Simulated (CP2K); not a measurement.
Two runs for the C K edge of 2-acetylpyrrole. Run A: CP2K XAS_TDP, all-electron GAPW, PBEh(45%), aug-cc-pVDZ, TDA, no relativity. Run B differs in one setting.

First lines with a strength over 0.0015. A:

```csv
atom,energy (eV),states,"strength, one atom"
C1 (bonded to C and 3 H),283.77,1,0.0070
,284.69,1,0.0244
,284.88,1,0.0153
,285.33,1,0.0076
,285.49,1,0.0019
C2 (bonded to 2 C and O),282.00,1,0.0635
,287.56,1,0.0078
,287.82,1,0.0024
,288.19,1,0.0019
,288.38,1,0.0018
C4 (bonded to 2 C and N),282.18,1,0.0217
,284.80,1,0.0336
,284.99,1,0.0023
,286.05,2,0.0047
,286.47,1,0.0034
C5 (bonded to 2 C and H),281.13,1,0.0440
,284.33,1,0.0069
,284.42,1,0.0023
,284.86,1,0.0058
,285.52,2,0.0045
C6 (bonded to 2 C and H),282.32,1,0.0507
,282.72,1,0.0027
,284.11,1,0.0071
,284.65,1,0.0034
,285.49,1,0.0029
"C7 (bonded to C, N and H)",282.24,1,0.0498
,284.85,1,0.0109
,285.27,1,0.0061
,285.82,1,0.0028
,286.28,1,0.0016
```

B:

```csv
atom,energy (eV),states,"strength, one atom"
C1 (bonded to C and 3 H),290.12,1,0.0069
,291.04,1,0.0239
,291.23,1,0.0150
,291.68,1,0.0075
,291.84,1,0.0019
C2 (bonded to 2 C and O),288.19,1,0.0621
,293.75,1,0.0077
,294.02,1,0.0024
,294.38,1,0.0019
,294.58,1,0.0018
C4 (bonded to 2 C and N),287.51,1,0.0213
,290.13,1,0.0330
,290.33,1,0.0022
,291.38,2,0.0047
,291.81,1,0.0033
C5 (bonded to 2 C and H),286.91,1,0.0431
,290.11,1,0.0067
,290.21,1,0.0023
,290.65,1,0.0057
,291.31,2,0.0044
C6 (bonded to 2 C and H),288.13,1,0.0497
,288.53,1,0.0026
,289.93,1,0.0070
,290.46,1,0.0033
,291.30,1,0.0029
"C7 (bonded to C, N and H)",287.82,1,0.0489
,290.43,1,0.0107
,290.86,1,0.0060
,291.40,1,0.0028
,291.86,1,0.0016
```

Which was it: scalar relativity switched on, the basis, GW2X switched on, the functional?

GW2X switched on. GW2X shifts an atom's lines together and keeps their spacings. Against PBEh(45%) in aug-cc-pVDZ, the leading lines move by +6.35 eV (C1, to 291.04), +6.19 eV (C2, to 288.19), +5.33 eV (C4, to 287.51), +5.78 eV (C5, to 286.91), +5.81 eV (C6, to 288.13) and +5.58 eV (C7, to 287.82).

[Banner, clock and machine lines of the logs are left out without a mark of their own.]

[Logs are printed without paths, hosts, clocks, repeated set-up lines and the standing remarks that a program may print on its own settings, such as how far it seeks lower states.]

[Hosts, paths, dates, database ids (printed as entryN), source tags and the programs' standing remarks are cut or masked in the printed files.]
